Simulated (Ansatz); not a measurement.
# Core levels in a random alloy: Al22Cd5 (Cd on 19 % of the Al sites, one arrangement)

Aim: core-level shifts of both metals in Al22Cd5 (Cd on 19 % of the Al sites, one arrangement), site by site. Spin–orbit coupling is left out of the bands throughout.

Calculated with Ansatz 0.2.0; DFT, PBE, plane-wave PAW, default files, scalar-relativistic.

### 1. The structure

The cell holds 27 atoms: 5 Cd and 22 Al. Its edges and angles: a = 8.779 Å, b = 8.779 Å, c = 8.779 Å, α = 60.0°, β = 60.0°, γ = 60.0°. It derives from Al and Cd. How the cell was made: random alloy; site: Al; solute: Cd; fraction 0.1852; sites picked by the rule 'random', which a small cell need not show; lattice typed at the start.

### 2. Relaxation

Atoms near a foreign or missing neighbour move off the ideal sites, so they are relaxed first.

input.yaml

```yaml
crystal:
  lattice:
    - [0.0, 6.2080407551, 6.2080407551]
    - [6.2080407551, 0.0, 6.2080407551]
    - [6.2080407551, 6.2080407551, 0.0]
  atoms:
    - { symbol: Cd, position: [0.0, 0.0, 0.0] }
    - { symbol: Al, position: [0.0, 0.0, 0.3333333333] }
    - { symbol: Al, position: [0.0, 0.0, 0.6666666667] }
    - { symbol: Al, position: [0.0, 0.3333333333, 0.0] }
    - { symbol: Al, position: [0.0, 0.3333333333, 0.3333333333] }
    - { symbol: Al, position: [0.0, 0.3333333333, 0.6666666667] }
    - { symbol: Al, position: [0.0, 0.6666666667, 0.0] }
    - { symbol: Al, position: [0.0, 0.6666666667, 0.3333333333] }
    - { symbol: Al, position: [0.0, 0.6666666667, 0.6666666667] }
    - { symbol: Al, position: [0.3333333333, 0.0, 0.0] }
    - { symbol: Al, position: [0.3333333333, 0.0, 0.3333333333] }
    - { symbol: Al, position: [0.3333333333, 0.0, 0.6666666667] }
    - { symbol: Al, position: [0.3333333333, 0.3333333333, 0.0] }
    - { symbol: Al, position: [0.3333333333, 0.3333333333, 0.3333333333] }
    - { symbol: Al, position: [0.3333333333, 0.3333333333, 0.6666666667] }
    - { symbol: Al, position: [0.3333333333, 0.6666666667, 0.0] }
    - { symbol: Al, position: [0.3333333333, 0.6666666667, 0.3333333333] }
    - { symbol: Al, position: [0.3333333333, 0.6666666667, 0.6666666667] }
    - { symbol: Cd, position: [0.6666666667, 0.0, 0.0] }
    - { symbol: Al, position: [0.6666666667, 0.0, 0.3333333333] }
    - { symbol: Cd, position: [0.6666666667, 0.0, 0.6666666667] }
    - { symbol: Cd, position: [0.6666666667, 0.3333333333, 0.0] }
    - { symbol: Cd, position: [0.6666666667, 0.3333333333, 0.3333333333] }
    - { symbol: Al, position: [0.6666666667, 0.3333333333, 0.6666666667] }
    - { symbol: Al, position: [0.6666666667, 0.6666666667, 0.0] }
    - { symbol: Al, position: [0.6666666667, 0.6666666667, 0.3333333333] }
    - { symbol: Al, position: [0.6666666667, 0.6666666667, 0.6666666667] }
kpoints:
  mp_grid: { grid: [4, 4, 4] }
scf:
  occupations: { method: fermi_dirac, width: 0.08 }
  n_extra_bands: 27
hamiltonian:
  xc: pbe
  pseudopotentials: { kind: paw }
output:
  forces: true
relax:
  f_tol: 0.04
  max_steps: 35
  cell: {}
```

The run is started by

```sh
> ansatz run input.yaml --threads 4 --pin off --max-ram 14336MiB --backend cpu --events-out ev --progress --plain --runs-dir out
```

Numbers of over 12 decimals in the logs are rounded to 6 here.

Log:

```text
scf.n_extra_bands = 27 over 83 filled bands (N_el = 166.0): the run solves 110 bands
Engine: ansatz 0.2.0, aarch64-unknown-linux-gnu
Pseudopotentials: kind: paw
Pseudopotential: Cd, paw, valence charge 20, recommended cutoff 420 eV (normal), Cd.paw.azcp
Pseudopotential: Al, paw, valence charge 3, recommended cutoff 420 eV (normal), Al.paw.azcp
Functional definition: PBE
  parameter kappa = 0.804
  parameter beta = 0.066725
  exchange = pbe_x(kappa = kappa, mu = beta*pi^2/3)
  correlation = pbe_c(beta = beta)
Crystal: 27 atoms, lattice volume = 478.513 Å³
Basis set: ecut = 420 eV, 9377 PW (Γ), exchange–correlation on 120×120×120 points (8 copies of the dense FFT grid, shifted against one another)
Bands: 110, of which v1, the nominal top of the filled ones, is band 83 counted from 1 (82 counted from 0)
Symmetry: 1 space group operations
Space group: P1 (ITA 1), of the structure as read, at distance tolerance 7.8e-5 Å
k-points: 36 of 64 (time reversal used)
Non-local potential: Cd, projectors of the file, l = 0: 3, l = 1: 2, l = 2: 2, l = 3: 1
Non-local potential: Al, projectors of the file, l = 0: 2, l = 1: 2, l = 2: 1
PAW form: soft (Blöchl's): semilocal exchange-correlation on the pseudo side does not see the compensation charge
PAW one-centre angular grid: Cd, 590 points (default); XC on 64 Gauss nodes
PAW one-centre angular grid: Al, 110 points (default); XC on 64 Gauss nodes
Initial density: superposition of atomic densities (neutral atoms: chi_scale 0, normalization atom), corrected by the library's trained network
Initial wavefunctions: pseudopotential atomic-orbital guess
Functional: x = pbe(κ = 0.804, μ = 0.219515), c = pbe(β = 0.066725)
SCF iter   1: F=—  HF=-53094.640225 eV  |F-HF|=—  |Δ(HF+E_count)|=         —  Δρ=1.36e-3  dr2=4.25e-2  ethr=1.77e-3  ⟨swp⟩=7.3  Hψ=16918  notcnv=0  defer=157
preconditioner: auto → Kerker (q_TF=auto, 2.287 Å⁻¹)  [metal: Δε(μ)=0.007 eV  Ē_g=8.529 eV  σ=0.080 eV  W_gap=0.02  n_scr=112 (ndim 8)  ℏωp=19.1 eV  f_vac=0.000  D(μ)=12.05/eV (n_scr^D=64)]
SCF iter   2: F=—  HF=-53094.650855 eV  |F-HF|=—  |Δ(HF+E_count)|=   1.06e-2  Δρ=7.11e-4  dr2=8.47e-3  ethr=2.56e-5  ⟨swp⟩=1.8  Hψ=4733  notcnv=0  defer=193
SCF iter   3: F=—  HF=-53094.650044 eV  |F-HF|=—  |Δ(HF+E_count)|=   8.11e-4  Δρ=2.17e-4  dr2=8.37e-4  ethr=5.10e-6  ⟨swp⟩=2.0  Hψ=4154  notcnv=0  defer=193
SCF iter   4: F=—  HF=-53094.649914 eV  |F-HF|=—  |Δ(HF+E_count)|=   1.30e-4  Δρ=5.95e-5  dr2=5.35e-5  ethr=5.04e-7  ⟨swp⟩=2.0  Hψ=4513  notcnv=0  defer=193
SCF iter   5: F=—  HF=-53094.650729 eV  |F-HF|=—  |Δ(HF+E_count)|=   8.14e-4  Δρ=2.44e-5  dr2=5.46e-6  ethr=3.22e-8  ⟨swp⟩=2.0  Hψ=4608  notcnv=0  defer=193
SCF iter   6: F=—  HF=-53094.650728 eV  |F-HF|=—  |Δ(HF+E_count)|=   1.07e-6  Δρ=8.64e-6  dr2=1.58e-6  ethr=3.29e-9  ⟨swp⟩=2.0  Hψ=4937  notcnv=0  defer=193
SCF iter   7: F=—  HF=-53094.650727 eV  |F-HF|=—  |Δ(HF+E_count)|=   3.02e-7  Δρ=2.86e-6  dr2=1.83e-7  ethr=9.50e-10  ⟨swp⟩=2.0  Hψ=4324  notcnv=0  defer=193
SCF iter   8: F=-53094.650727 eV  HF=-53094.650727 eV  |F-HF|=3.20e-8  |Δ(HF+E_count)|=   2.81e-8  Δρ=1.14e-6  dr2=3.69e-8  ethr=6.02e-11  ⟨swp⟩=3.4  Hψ=9511  notcnv=0
SCF 1 converged in 8 iterations: F = -53094.650727 eV  dr2 = 3.69e-8
  greatest PAW one-centre occupation: 1.000 electrons in one spin orbital (limit 2), on the Cd atom at site 22 (counted from 0), in its partial waves of l = 0
relax step   1: F+E_penalty+E_count = -53094.65072719 eV  Δ(F+E_penalty+E_count) = +0.000e0 eV  max|allowed force component| = 6.157e-1 eV/Å  Δτ_max = 0.0000 Å  P = +0.677 GPa  Ω = 478.513 Å³  (8 SCF iters, dr2 threshold 1.00e-7 eV, accepted)
Crystal: 27 atoms, lattice volume = 486.900 Å³
Basis set: ecut = 420 eV, 9499 PW (Γ), exchange–correlation on 120×120×120 points (8 copies of the dense FFT grid, shifted against one another)
Initial density: handed on by an earlier stage of this run
Initial wavefunctions: those handed on with the density
iter 1 solved again at ethr=6.35e-4 eV; its pass at ethr=3.10e-3 eV (dr2=1.05e0 eV) is discarded
SCF iter   1: F=—  HF=-53095.069928 eV  |F-HF|=—  |Δ(HF+E_count)|=         —  Δρ=6.51e-3  dr2=1.07e0  ethr=6.35e-4  ⟨swp⟩=4.9  Hψ=20391  notcnv=0  defer=5
preconditioner: auto → Kerker (q_TF=auto, 2.280 Å⁻¹)  [metal: Δε(μ)=0.003 eV  Ē_g=8.392 eV  σ=0.080 eV  W_gap=0.01  n_scr=112 (ndim 8)  ℏωp=18.9 eV  f_vac=0.000  D(μ)=10.83/eV (n_scr^D=58)]
SCF iter   2: F=—  HF=-53094.929663 eV  |F-HF|=—  |Δ(HF+E_count)|=   1.40e-1  Δρ=3.91e-3  dr2=4.24e-1  ethr=6.35e-4  ⟨swp⟩=1.0  Hψ=4130  notcnv=0  defer=8
SCF iter   3: F=—  HF=-53094.847009 eV  |F-HF|=—  |Δ(HF+E_count)|=   8.27e-2  Δρ=7.33e-4  dr2=2.84e-3  ethr=2.56e-4  ⟨swp⟩=2.9  Hψ=5583  notcnv=0  defer=8
SCF iter   4: F=—  HF=-53094.846746 eV  |F-HF|=—  |Δ(HF+E_count)|=   2.63e-4  Δρ=2.78e-4  dr2=6.00e-4  ethr=1.71e-6  ⟨swp⟩=2.2  Hψ=6611  notcnv=0  defer=8
SCF iter   5: F=—  HF=-53094.846946 eV  |F-HF|=—  |Δ(HF+E_count)|=   2.00e-4  Δρ=6.93e-5  dr2=3.52e-5  ethr=3.62e-7  ⟨swp⟩=2.0  Hψ=6136  notcnv=0  defer=79
SCF iter   6: F=-53094.846939 eV  HF=-53094.846940 eV  |F-HF|=6.73e-7  |Δ(HF+E_count)|=   5.80e-6  Δρ=1.16e-5  dr2=1.18e-6  ethr=1.63e-9  ⟨swp⟩=4.2  Hψ=11191  notcnv=0
SCF 2 converged in 6 iterations: F = -53094.846939 eV  dr2 = 1.18e-6
  greatest PAW one-centre occupation: 1.000 electrons in one spin orbital (limit 2), on the Cd atom at site 0 (counted from 0), in its partial waves of l = 0
relax step   2: F+E_penalty+E_count = -53094.84693925 eV  Δ(F+E_penalty+E_count) = -1.962e-1 eV  max|allowed force component| = 4.927e-1 eV/Å  Δτ_max = 0.1727 Å  P = -0.169 GPa  Ω = 486.900 Å³  energy of the carried Pulay correction = -3.102e-3 eV  (6 SCF iters, dr2 threshold 2.70e-6 eV, accepted)
Crystal: 27 atoms, lattice volume = 484.614 Å³
Basis set: ecut = 420 eV, 9443 PW (Γ), exchange–correlation on 120×120×120 points (8 copies of the dense FFT grid, shifted against one another)
iter 1 solved again at ethr=1.06e-4 eV; its pass at ethr=3.10e-3 eV (dr2=1.76e-1 eV) is discarded
SCF iter   1: F=—  HF=-53095.058894 eV  |F-HF|=—  |Δ(HF+E_count)|=         —  Δρ=2.67e-3  dr2=1.77e-1  ethr=1.06e-4  ⟨swp⟩=5.1  Hψ=15722  notcnv=0  defer=11
preconditioner: auto → Kerker (q_TF=auto, 2.282 Å⁻¹)  [metal: Δε(μ)=0.007 eV  Ē_g=8.440 eV  σ=0.080 eV  W_gap=0.02  n_scr=112 (ndim 8)  ℏωp=18.9 eV  f_vac=0.000  D(μ)=11.18/eV (n_scr^D=64)]
SCF iter   2: F=—  HF=-53095.035371 eV  |F-HF|=—  |Δ(HF+E_count)|=   2.35e-2  Δρ=1.65e-3  dr2=7.06e-2  ethr=1.06e-4  ⟨swp⟩=1.3  Hψ=4123  notcnv=0  defer=3
[...]
relax step   4: F+E_penalty+E_count = -53095.02863320 eV  Δ(F+E_penalty+E_count) = -7.120e-3 eV  max|allowed force component| = 2.472e-2 eV/Å  Δτ_max = 0.0229 Å  P = +0.169 GPa  Ω = 481.742 Å³  energy of the carried Pulay correction = -1.200e-3 eV  (6 SCF iters, dr2 threshold 4.56e-7 eV, accepted)
[...]
relax step   5: F+E_penalty+E_count = -53095.02923951 eV  Δ(F+E_penalty+E_count) = -6.063e-4 eV  max|allowed force component| = 5.203e-3 eV/Å  Δτ_max = 0.0084 Å  P = -0.017 GPa  Ω = 483.003 Å³  energy of the carried Pulay correction = -1.667e-3 eV  (5 SCF iters, dr2 threshold 9.43e-8 eV, accepted)
Initial wavefunctions: pseudopotential atomic-orbital guess (no wavefunctions were taken with the density)
iter 1 solved again at ethr=3.27e-6 eV; its pass at ethr=3.10e-3 eV (dr2=5.42e-3 eV) is discarded
SCF iter   1: F=—  HF=-53095.031139 eV  |F-HF|=—  |Δ(HF+E_count)|=         —  Δρ=2.17e-5  dr2=3.91e-7  ethr=3.27e-6  ⟨swp⟩=3.1  Hψ=25097  notcnv=0
eigensolver tolerance schedule: the retry pair's looser diagonalisation over-reported the residual by 13860.27 of it (diagonalisation noise at an unbounded share of the residual, at the tolerance the schedule requests for it); recorded, not acted on — ethr = c·dr2/N_el stays at c = 1.0e-1
preconditioner: auto → Kerker (q_TF=auto, 2.283 Å⁻¹)  [metal: Δε(μ)=0.002 eV  Ē_g=8.446 eV  σ=0.080 eV  W_gap=0.01  n_scr=112 (ndim 8)  ℏωp=19.0 eV  f_vac=0.000  D(μ)=10.41/eV (n_scr^D=58)]
SCF iter   2: F=—  HF=-53095.031127 eV  |F-HF|=—  |Δ(HF+E_count)|=   1.13e-5  Δρ=1.11e-5  dr2=1.26e-7  ethr=2.36e-10  ⟨swp⟩=2.7  Hψ=7181  notcnv=0
SCF iter   3: F=—  HF=-53095.031128 eV  |F-HF|=—  |Δ(HF+E_count)|=   3.31e-7  Δρ=1.91e-6  dr2=9.32e-9  ethr=7.57e-11  ⟨swp⟩=2.3  Hψ=6023  notcnv=0
SCF iter   4: F=—  HF=-53095.031128 eV  |F-HF|=—  |Δ(HF+E_count)|=   7.03e-9  Δρ=3.59e-7  dr2=1.41e-9  ethr=5.62e-12  ⟨swp⟩=2.7  Hψ=6871  notcnv=0
SCF iter   5: F=-53095.031128 eV  HF=-53095.031128 eV  |F-HF|=2.91e-11  |Δ(HF+E_count)|=  1.31e-10  Δρ=5.75e-8  dr2=2.59e-11  ethr=1.00e-12  ⟨swp⟩=4.0  Hψ=11071  notcnv=0
SCF 6 converged in 5 iterations: F = -53095.031128 eV  dr2 = 2.59e-11
relax step   6: F+E_penalty+E_count = -53095.03112783 eV  Δ(F+E_penalty+E_count) = -1.888e-3 eV  max|allowed force component| = 5.192e-3 eV/Å  Δτ_max = 0.0000 Å  P = -0.013 GPa  Ω = 483.003 Å³  stress off target by 1.79e-2 GPa  SCF on the basis re-selected at this cell (its energy is not comparable with the rows above)  (5 SCF iters)
basis re-selected at this cell: Δ(F+E_penalty+E_count) = -1.888e-3 eV, ΔP = +0.004 GPa vs the last step (what re-selecting the basis moved, of the pressure what is left beyond the Pulay correction that the steps carried, after the strain that the cell walked since its last selection, with what the two solves' SCF thresholds leave and, on support functions, any second-order correction that the steps lacked; it is no m [...]
SCF converged after 5 iterations
Free energy (F): -53095.031128 eV
Harris-Foulkes:  -53095.031128 eV  (|F-HF|=2.91e-11)
Internal energy: -53094.808975 eV  (E = F + TS)
E sigma→0 (E₀):  -53094.920051 eV
Entropy (-TS):   -0.222153 eV (-8.228 meV/atom)
Fermi energy:    9.234397 eV
--- Per-component energies (eV) ---
  E_band       = -2201.105569
  E_kinetic    = 3010.822948
  E_local      = -25424.779445  (includes V_loc(G=0)·N_el)
  E_nonlocal   = 385.519300
  E_hartree    = 12166.857738
  E_xc         = -1756.007451
  E_vxc        = -1743.401182  (∫ρ·V_xc dr)
  E_paw        = -30685.835873  (= ΣΔE_a)
  E_vpaw       = -2762.982509  (= ΣTr[D̂ρ^β])
  E_aug_tail   = 0.000023  (compensation charges beyond the density's cutoff)
  E_ewald      = -10791.386215
  E_smearing   = -0.222153  (= −TS)
  E_closure    = -0.000000  (closes the sum)
  Σ components = -53095.031128   (vs F -53095.031128, Δ=0.00e0)
--- Forces (eV/Å), atoms counted from 1 ---
  atom   1  Cd     0.00110582     0.00196394    -0.00317024
  atom   2  Al    -0.00178938    -0.00161956    -0.00149408
  atom   3  Al     0.00020364    -0.00024480     0.00103701
  atom   4  Al     0.00259640    -0.00021427     0.00036976
  atom   5  Al     0.00181352    -0.00066262    -0.00039920
  atom   6  Al    -0.00123240    -0.00406462     0.00082425
  atom   7  Al     0.00194453    -0.00057606    -0.00133235
  atom   8  Al     0.00084029    -0.00199031     0.00287553
  atom   9  Al     0.00008396    -0.00029400    -0.00010240
  atom  10  Al    -0.00209659     0.00319537     0.00243296
  atom  11  Al     0.00086522     0.00043200    -0.00054541
  atom  12  Al    -0.00170491     0.00097950     0.00021113
  atom  13  Al    -0.00171325    -0.00110937     0.00184968
  atom  14  Al     0.00048755     0.00066951     0.00085036
  atom  15  Al    -0.00066835     0.00164571    -0.00005729
  atom  16  Al    -0.00098411     0.00111070     0.00206571
  atom  17  Al    -0.00037990    -0.00222076     0.00082438
  atom  18  Al    -0.00013494     0.00325202    -0.00328870
  atom  19  Cd    -0.00491557    -0.00378425    -0.00519180
  atom  20  Al    -0.00194600     0.00165956     0.00066172
  atom  21  Cd     0.00134572     0.00297730    -0.00150610
  atom  22  Cd     0.00305408    -0.00144401     0.00232126
  atom  23  Cd    -0.00055910    -0.00073523     0.00071040
  atom  24  Al     0.00410277     0.00035911    -0.00145055
  atom  25  Al     0.00076517     0.00006539     0.00105248
  atom  26  Al    -0.00381682    -0.00002783     0.00069142
  atom  27  Al     0.00273323     0.00067803    -0.00024096
  max |Σ_I F_I| component: 1.03e-6 eV/Å
--- Stress (GPa, compression-positive) ---
       -0.012811       0.001292       0.000173
        0.001292      -0.017277       0.001567
        0.000173       0.001567      -0.009824
  P = ⅓ Tr σ = -0.0133 GPa (-0.133 kbar)
--- Relaxed structure (5 steps of the walk, 5 accepted, 1 SCFs on fresh bases) ---
  F+E_penalty+E_count = -53095.03112783 eV   max|allowed force component| = 5.192e-3 eV/Å   (the final SCF, on the basis selected at the relaxed cell)
  cell:  # Å, volume = 483.0030 Å³
    - [-0.040348, 6.242509, 6.171330]
    - [6.250250, -0.024424, 6.155407]
    - [6.243554, 6.219889, -0.017727]
  atoms:
    - { symbol: Cd, position: [0.00405044, -0.00389191, 0.000565772] }
    - { symbol: Al, position: [0.012782, -0.00792175, 0.336263] }
    - { symbol: Al, position: [0.015494, -0.00428719, 0.655432] }
    - { symbol: Al, position: [0.00973226, 0.336678, -0.00372962] }
    - { symbol: Al, position: [0.00464509, 0.333191, 0.332965] }
    - { symbol: Al, position: [0.00442949, 0.338204, 0.655761] }
    - { symbol: Al, position: [0.00689608, 0.657207, -0.000608454] }
    - { symbol: Al, position: [9.953392996114863e-5, 0.661191, 0.338634] }
    - { symbol: Al, position: [0.007826, 0.661533, 0.664869] }
    - { symbol: Al, position: [0.326614, 0.00310983, 0.00580916] }
    - { symbol: Al, position: [0.330466, -0.000497407, 0.337520] }
    - { symbol: Al, position: [0.331265, 0.000822534, 0.661608] }
    - { symbol: Al, position: [0.323040, 0.340398, 0.0014865] }
    - { symbol: Al, position: [0.320304, 0.336558, 0.337951] }
    - { symbol: Al, position: [0.321571, 0.342570, 0.668742] }
    - { symbol: Al, position: [0.331457, 0.667010, 0.000771173] }
    - { symbol: Al, position: [0.327983, 0.669818, 0.336853] }
    - { symbol: Al, position: [0.333102, 0.667391, 0.665123] }
    - { symbol: Cd, position: [0.664475, -0.00115393, 0.000961948] }
    - { symbol: Al, position: [0.660181, -0.013351, 0.345288] }
    - { symbol: Cd, position: [0.667145, -0.00105258, 0.666380] }
    - { symbol: Cd, position: [0.664247, 0.336852, -0.00182617] }
    - { symbol: Cd, position: [0.664759, 0.334694, 0.334207] }
    - { symbol: Al, position: [0.665042, 0.347694, 0.658839] }
    - { symbol: Al, position: [0.668927, 0.665579, -0.000337235] }
    - { symbol: Al, position: [0.665514, 0.666100, 0.337520] }
    - { symbol: Al, position: [0.667954, 0.665553, 0.662953] }
```

Run time: 4.1 min. Hardware: 4 threads of Arm Neoverse V1, shared host; peak memory 2.2 GiB; 16 min of CPU time.

The steps of the relaxation:

| step | energy less that of the first step (eV) | largest force component (eV/Å) | pressure (GPa) | volume (Å³) |
| --- | --- | --- | --- | --- |
| 1 | 0.0000 | 0.6157 | 0.68 | 478.51 |
| 2 | -0.1962 | 0.4927 | -0.17 | 486.90 |
| 3 | -0.3708 | 0.0647 | -0.26 | 484.61 |
| 4 | -0.3779 | 0.0247 | 0.17 | 481.74 |
| 5 | -0.3785 | 0.0052 | -0.02 | 483.00 |
| 6* | -0.3804 | 0.0052 | -0.01 | 483.00 |

Relaxation steps marked * repeat the geometry before them on a plane-wave basis chosen anew for their cell, so energy and pressure can jump there.

| cell as run | before | after | change |
| --- | --- | --- | --- |
| a (Å) | 8.779 | 8.778 | -0.0 % |
| b (Å) | 8.779 | 8.772 | -0.1 % |
| c (Å) | 8.779 | 8.813 | +0.4 % |
| α (°) | 60.00 | 59.91 | -0.2 % |
| β (°) | 60.00 | 60.18 | +0.3 % |
| γ (°) | 60.00 | 60.79 | +1.3 % |
| volume (Å³/atom) | 17.72 | 17.89 | +0.9 % |

The atoms that moved most (Å, as changes of fractional coordinates times the final cell):

| atom | dx | dy | dz | length |
| --- | --- | --- | --- | --- |
| Al20 | -0.009 | 0.034 | -0.122 | 0.127 |
| Al3 | -0.098 | 0.027 | 0.069 | 0.123 |
| Al2 | -0.032 | 0.098 | 0.030 | 0.107 |
| Al24 | 0.041 | -0.059 | 0.079 | 0.107 |
| Al15 | 0.071 | -0.061 | -0.016 | 0.095 |
| Al14 | 0.050 | -0.053 | -0.061 | 0.094 |
| Al4 | -0.003 | 0.037 | 0.081 | 0.089 |
| Al6 | -0.038 | -0.040 | 0.058 | 0.080 |

The relaxed structure:

```cif
data_structure
_symmetry_space_group_name_H-M 'P 1'
_symmetry_Int_Tables_number 1
_cell_length_a 8.7781
_cell_length_b 8.7724
_cell_length_c 8.8130
_cell_angle_alpha 59.908
_cell_angle_beta 60.183
_cell_angle_gamma 60.788
_cell_volume 483.00
loop_
_atom_site_label
_atom_site_type_symbol
_atom_site_fract_x
_atom_site_fract_y
_atom_site_fract_z
_atom_site_occupancy
Cd1 Cd 0.00405 0.99611 0.00057 1
Al2 Al 0.01278 0.99208 0.33626 1
Al3 Al 0.01549 0.99571 0.65543 1
Al4 Al 0.00973 0.33668 0.99627 1
Al5 Al 0.00465 0.33319 0.33296 1
Al6 Al 0.00443 0.33820 0.65576 1
Al7 Al 0.00690 0.65721 0.99939 1
Al8 Al 0.00010 0.66119 0.33863 1
Al9 Al 0.00783 0.66153 0.66487 1
Al10 Al 0.32661 0.00311 0.00581 1
Al11 Al 0.33047 0.99950 0.33752 1
Al12 Al 0.33126 0.00082 0.66161 1
Al13 Al 0.32304 0.34040 0.00149 1
Al14 Al 0.32030 0.33656 0.33795 1
Al15 Al 0.32157 0.34257 0.66874 1
Al16 Al 0.33146 0.66701 0.00077 1
Al17 Al 0.32798 0.66982 0.33685 1
Al18 Al 0.33310 0.66739 0.66512 1
Cd19 Cd 0.66448 0.99885 0.00096 1
Al20 Al 0.66018 0.98665 0.34529 1
Cd21 Cd 0.66715 0.99895 0.66638 1
Cd22 Cd 0.66425 0.33685 0.99817 1
Cd23 Cd 0.66476 0.33469 0.33421 1
Al24 Al 0.66504 0.34769 0.65884 1
Al25 Al 0.66893 0.66558 0.99966 1
Al26 Al 0.66551 0.66610 0.33752 1
Al27 Al 0.66795 0.66555 0.66295 1
```

This step gave:

```
free energy             : -53095.0311 eV
energy at zero smearing : -53094.9201 eV
smearing term TS        : 0.2222 eV
Fermi energy            : 9.234 eV
symmetry operations     : 1
pressure                : -0.01330 GPa
```

The relaxation ends with a largest force component of 0.0052 eV/Å and a pressure of -0.01 GPa.

(Part 1 of 3 ends here.)

[Logs are printed without paths, hosts, clocks, repeated set-up lines and the standing remarks that a program may print on its own settings, such as how far it seeks lower states.]

[Hosts, paths, dates, database ids (printed as entryN), source tags and the programs' standing remarks are cut or masked in the printed files.]

[Maps of the electrostatic potential energy from Ansatz leave out the sawtooth potential of an applied field or a dipole correction, so their vacuum need not be flat; work functions include it.]
